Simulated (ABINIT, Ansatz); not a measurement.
# K2H4Pt (I4/mmm): bands and cutoff in G0W0 with ABINIT, part 2 of 2

Aim: raise bands and screening cutoff together for K2H4Pt (I4/mmm) and follow gap and time.

ABINIT 10.8.3; PBEsol and many-body steps on it, plane waves. Known limits of the many-body steps: not at the basis limit; no spin polarisation; d states lean on the start; no spin-orbit coupling; coarse k mesh.

So far. Step 3 (Screening, 2×2×2 mesh, 45 bands, screening to 62.6 eV): Local fields lower ε∞ by 21 %. On a Γ-centred mesh this coarse the value itself is usually too large, while a short band sum pulls it down. Step 4 (45 bands, 62.6 eV): The gap on the mesh goes from 2.61 eV to 4.26 eV, a correction of +1.65 eV.

## (6) 104 bands, 114.3 eV

This step: G0W0 on PBEsol, plane waves, norm-conserving pseudopotentials.

The input, run.abi:

```
acell 3*1.0 Angstrom
rprim 
  -2.874560180000 2.874560180000 3.861188830000
  2.874560180000 -2.874560180000 3.861188830000
  2.874560180000 2.874560180000 -3.861188830000
ntypat 3
znucl 19 1 78
natom 7
typat 1 1 2 2 2 2 3
xred 
  0.250000000000 0.750000000000 0.500000000000
  0.750000000000 0.250000000000 0.500000000000
  0.202788050000 0.797211950000 0.000000000000
  0.202788050000 0.202788050000 0.405576100000
  0.797211950000 0.202788050000 0.000000000000
  0.797211950000 0.797211950000 0.594423900000
  0.000000000000 0.000000000000 0.000000000000
pp_dirpath "pseudos"
pseudos "K.upf, H.upf, Pt.upf"
ecut 38
ngkpt 2 2 2
nshiftk 1
shiftk 0 0 0
kptopt 1
chksymbreak 0
istwfk *1
occopt 1
irdwfk 1
optdriver 4
nband 104
gwcalctyp 0
ecutsigx 38
symsigma 1
nkptgw 3
kptgw 
  0.5000000000 0.5000000000 0.0000000000
  0.5000000000 0.5000000000 0.5000000000
  0.0000000000 0.0000000000 0.0000000000
bdgw 
  19 22
  18 22
  18 22
ecuteps 4.2
irdscr 1
ppmodel 1
indata_prefix "in"
outdata_prefix "out"
tmpdata_prefix "tmp"
```

Command:

```console
$ OMP_NUM_THREADS=1 mpirun -n 4 abinit run.abi > log
```

Numbers of over 12 decimals in the logs are rounded to 6 here.

Output:

```text
.Version 10.8.3 of ABINIT. v10.8.2 released Aug 2026.

 Symmetries : space group I4/m m m (#139); Bravais tI (body-center tetrag.)
[... echo of the input left out ...]
== DATASET  1 ==================================================================
-   mpi_nproc: 4, omp_nthreads: 1 (-1 if OMP is not activated)

--- !DatasetInfo
iteration_state: {dtset: 1, }
dimensions: {natom: 7, nkpt: 4, mband: 104, nsppol: 1, nspinor: 1, nspden: 1, mpw: 9692, }
cutoff_energies: {ecut:  38.0, pawecutdg:  -1.0, }
electrons: {nelect:   4.00000000E+01, charge:   0.00000000E+00, occopt:   1.00000000E+00, tsmear:   1.00000000E-02, }

 SIGMA: Calculation of the GW corrections

 Based on a program developped by R.W. Godby, V. Olevano, G. Onida, and L. Reining.
 Incorporated in ABINIT by V. Olevano, G.-M. Rignanese, and M. Torrent.
.Using double precision arithmetic ; gwpc =  8

[... cell and pseudopotentials left out ...]
--------------------------------------------------------------------------------

 ==== K-mesh for the wavefunctions ====
 Number of points in the irreducible wedge :     4
[... list of points left out ...]
 Together with 16 symmetry operations and time-reversal symmetry
 yields     8 points in the full Brillouin Zone.

 ==== Q-mesh for screening function ====
 Number of points in the irreducible wedge :     4
[... list of points left out ...]
 Together with 16 symmetry operations and time-reversal symmetry
 yields     8 points in the full Brillouin Zone.

 vcoul_init : cutoff-mode = AUXILIARY_FUNCTION
 q-points for optical limit:   1
     1)      0.000010    0.000020    0.000030
 setmesh: FFT mesh size selected  =    72x   72x   72
          total number of points  =       373248

 Number of electrons calculated from density =   40.0000; Expected =   40.0000
[...]
number of plane-waves for wavefunctions          9657
 number of bands                                   104
 number of q-points in IBZ                           4
 number of frequencies                               2
 number of real frequencies                          1
 number of imag frequencies                          1

 matrix elements of self-energy operator (all in [eV])

 Perturbative Calculation

--- !SelfEnergy_ee
iteration_state: {dtset: 1, }
kpoint     : [   0.500,    0.500,    0.000, ]
spin       : 1
KS_gap     :    3.641
QP_gap     :    5.441
Delta_QP_KS:    1.800
data: !SigmaeeData |
     Band     E0 <VxcDFT>   SigX SigC(E0)      Z dSigC/dE  Sig(E)    E-E0       E
       19   0.814 -19.621 -23.952   3.892   0.787  -0.271 -19.966  -0.345   0.470
       20   1.111 -17.314 -20.766   2.818   0.798  -0.253 -17.820  -0.506   0.605
       21   4.752 -10.342  -6.670  -2.153   0.852  -0.174  -9.048   1.294   6.046
[...]
--- !SelfEnergy_ee
iteration_state: {dtset: 1, }
kpoint     : [   0.500,    0.500,    0.500, ]
spin       : 1
KS_gap     :    2.625
QP_gap     :    4.185
Delta_QP_KS:    1.559
data: !SigmaeeData |
     Band     E0 <VxcDFT>   SigX SigC(E0)      Z dSigC/dE  Sig(E)    E-E0       E
[...]
--- !SelfEnergy_ee
iteration_state: {dtset: 1, }
kpoint     : [   0.000,    0.000,    0.000, ]
spin       : 1
KS_gap     :    4.989
QP_gap     :    6.983
Delta_QP_KS:    1.994
data: !SigmaeeData |
     Band     E0 <VxcDFT>   SigX SigC(E0)      Z dSigC/dE  Sig(E)    E-E0       E
[...]
21   5.785  -8.441  -4.168  -2.530   0.851  -0.176  -6.958   1.482   7.268
       22   6.309  -7.737  -3.708  -2.757   0.861  -0.161  -6.642   1.095   7.404

== END DATASET(S) ==============================================================
================================================================================

 -outvars: echo values of variables after computation  --------
           etotal      0.0000000000E+00
            nband         104
             nkpt           4
          spgroup         139
 [... the other variables as echoed above ...]

 Calculation completed.
```

Run time: 15 s. Hardware: 4 MPI ranks of Intel Xeon Platinum 8488C (Sapphire Rapids), shared host; peak memory 1.7 GiB; 58 s of CPU time.

Numbers from this step:

| Item | Value |
| --- | --- |
| G0W0 gap on the points computed | 4.164 eV |
| starting gap on the mesh | 2.606 eV |
| k of the valence top | 0.5, 0.5, 0 |
| k of the conduction bottom | 0.5, 0.5, 0.5 |
| Z at the valence top | 0.798 |
| Z at the conduction bottom | 0.858 |
| least direct G0W0 gap on the computed points | 4.185 eV |

Against G0W0 in ABINIT (2×2×2 mesh, 45 bands, screening to 62.6 eV, Godby-Needs plasmon pole), the gap moves by −0.092 eV.

## (7) Screening, 2×2×2 mesh, 227 bands, screening to 176.9 eV

This step: RPA screening on PBEsol, plane waves, norm-conserving pseudopotentials.

run.abi: that of step 6 with these lines changed.

```diff
@@ -28,19 +28,8 @@
 irdwfk 1
-optdriver 4
-nband 104
-gwcalctyp 0
-ecutsigx 38
-symsigma 1
-nkptgw 3
-kptgw 
-  0.5000000000 0.5000000000 0.0000000000
-  0.5000000000 0.5000000000 0.5000000000
-  0.0000000000 0.0000000000 0.0000000000
-bdgw 
-  19 22
-  18 22
-  18 22
-ecuteps 4.2
-irdscr 1
-ppmodel 1
+optdriver 3
+nband 227
+ecuteps 6.5
+inclvkb 2
+awtr 1
+symchi 1
 indata_prefix "in"
```

Output:

```text
.Version 10.8.3 of ABINIT. v10.8.2 released Aug 2026.

 Symmetries : space group I4/m m m (#139); Bravais tI (body-center tetrag.)
[... echo of the input left out ...]
== DATASET  1 ==================================================================
-   mpi_nproc: 4, omp_nthreads: 1 (-1 if OMP is not activated)

--- !DatasetInfo
iteration_state: {dtset: 1, }
dimensions: {natom: 7, nkpt: 4, mband: 227, nsppol: 1, nspinor: 1, nspden: 1, mpw: 9692, }
cutoff_energies: {ecut:  38.0, pawecutdg:  -1.0, }
[...]
--------------------------------------------------------------------------------
[... chi0 elements left out ...]
 For q-point:  0.000010 0.000020 0.000030
  dielectric constant =   2.8208
  dielectric constant without local fields =   3.6708

  Average fulfillment of the sum rule on Im[epsilon] for q-point    1 :     74.78  [%]
[... wings left out ...]
  q-point number  2        q = ( 0.500000, 0.000000, 0.000000) [r.l.u.]
--------------------------------------------------------------------------------
[... chi0 elements left out ...]
  Average fulfillment of the sum rule on Im[epsilon] for q-point    2 :     79.16  [%]

 [... 2 further q-points ...]
```

The job ended after 77 s (4 MPI ranks; peak memory 2.6 GiB).

Numbers from this step:

- ε∞ with local fields, on this mesh, along the program's q direction: 2.821
- the same without local fields: 3.671
- plasma frequency: 20.79 eV
- plane waves in the screening matrix: 685

## (8) 227 bands, 176.9 eV

This step: G0W0 on PBEsol, plane waves, norm-conserving pseudopotentials.

run.abi: that of step 7 with these lines changed.

```diff
@@ -28,8 +28,19 @@
 irdwfk 1
-optdriver 3
+optdriver 4
 nband 227
+gwcalctyp 0
+ecutsigx 38
+symsigma 1
+nkptgw 3
+kptgw 
+  0.5000000000 0.5000000000 0.0000000000
+  0.5000000000 0.5000000000 0.5000000000
+  0.0000000000 0.0000000000 0.0000000000
+bdgw 
+  19 22
+  18 22
+  18 22
 ecuteps 6.5
-inclvkb 2
-awtr 1
-symchi 1
+irdscr 1
+ppmodel 1
 indata_prefix "in"
```

Output:

```text
.Version 10.8.3 of ABINIT. v10.8.2 released Aug 2026.

 Symmetries : space group I4/m m m (#139); Bravais tI (body-center tetrag.)
[... echo of the input left out ...]
== DATASET  1 ==================================================================
-   mpi_nproc: 4, omp_nthreads: 1 (-1 if OMP is not activated)

--- !DatasetInfo
iteration_state: {dtset: 1, }
dimensions: {natom: 7, nkpt: 4, mband: 227, nsppol: 1, nspinor: 1, nspden: 1, mpw: 9692, }
cutoff_energies: {ecut:  38.0, pawecutdg:  -1.0, }
[...]
Band     E0 <VxcDFT>   SigX SigC(E0)      Z dSigC/dE  Sig(E)    E-E0       E
[...]
21   5.785  -8.441  -4.168  -2.793   0.849  -0.178  -7.184   1.256   7.042
       22   6.309  -7.737  -3.708  -2.974   0.857  -0.167  -6.833   0.904   7.212

== END DATASET(S) ==============================================================
================================================================================

 -outvars: echo values of variables after computation  --------
           etotal      0.0000000000E+00
            nband         227
             nkpt           4
          spgroup         139
 [... the other variables as echoed above ...]

 Calculation completed.
```

It took 71 s on 4 MPI ranks; peak memory 2.4 GiB; 4.7 min of CPU time.

Numbers from this step:

* G0W0 gap on the points computed: 4.254 eV
* starting gap on the mesh: 2.606 eV
* k of the valence top: 0.5, 0.5, 0
* k of the conduction bottom: 0.5, 0.5, 0.5
* least direct G0W0 gap on the computed points: 4.273 eV

Against G0W0 in ABINIT (2×2×2 mesh, 104 bands, screening to 114.3 eV, Godby-Needs plasmon pole), the gap moves by +0.090 eV.

## (9) Side by side

Times are wall times on 4 MPI ranks of Intel Xeon Platinum 8488C (Sapphire Rapids), shared host, good to a factor of about two. A run's time includes the screening step that it read.

```
                run   mesh  bands  screening cutoff (eV)  DFT gap (eV)  gap on the mesh (eV)  direct (eV)  ε∞ used     time
  45 bands, 62.6 eV  2×2×2     45                   62.6         2.606                 4.256        4.265     2.79     19 s
104 bands, 114.3 eV  2×2×2    104                  114.3         2.606                 4.164        4.185     2.82     44 s
227 bands, 176.9 eV  2×2×2    227                  176.9         2.606                 4.254        4.273     2.82  2.5 min
```

## (10) Outcome

```yaml
45_bands_62p6_ev: 4.256 eV
104_bands_114p3_ev: 4.164 eV
227_bands_176p9_ev: 4.254 eV
known_limits: not at the basis limit; no spin polarisation; d states lean on the start; no spin-orbit coupling; coarse k mesh
```

What this shows: From the first rung to the last the gap moves by −0.002 eV for 7.8 times the time. The gap turns back along the series, so no limit is drawn from it. In the first G0W0 run levels were corrected at 3 k points alone, so a gap called «on the mesh» is the least over those, and an edge elsewhere would be missed. The 2×2×2 mesh is coarse for this cell, which bears on the long-range parts of exchange and screening. The runs have no spin polarisation. For a closed low-spin shell that is the natural state; where a d or f shell is open it is a constraint, and the gap is then not the crystal's own. With d states at the gap, one-shot GW leans hard on its start. The many-body steps are scalar-relativistic: spin-orbit coupling is not in them.

[Paths, hosts, dates, memory and timing lines, banners, echoed tables and standing remarks are left out of the program output.]

[Logs are printed without paths, hosts, clocks, repeated set-up lines and the standing remarks that a program may print on its own settings, such as how far it seeks lower states.]

[Runs of the session that timed out or met a known fault of the program may be left out.]

[No measured gap is set beside runs whose start may be inverted or whose files or cutoffs have a known fault.]

[Hosts, paths, dates, database ids (printed as entryN), source tags and the programs' standing remarks are cut or masked in the printed files.]

[G0W0 gaps are taken among the corrected bands and points alone; a level outside them can change the order at an edge.]

[Where Ansatz stands beside ABINIT at settings called matched, ABINIT's density can come from a denser mesh and the files from another edition; pairs whose starting gaps differed by over 0.03 eV were left out, so agreement reads better than it is.]
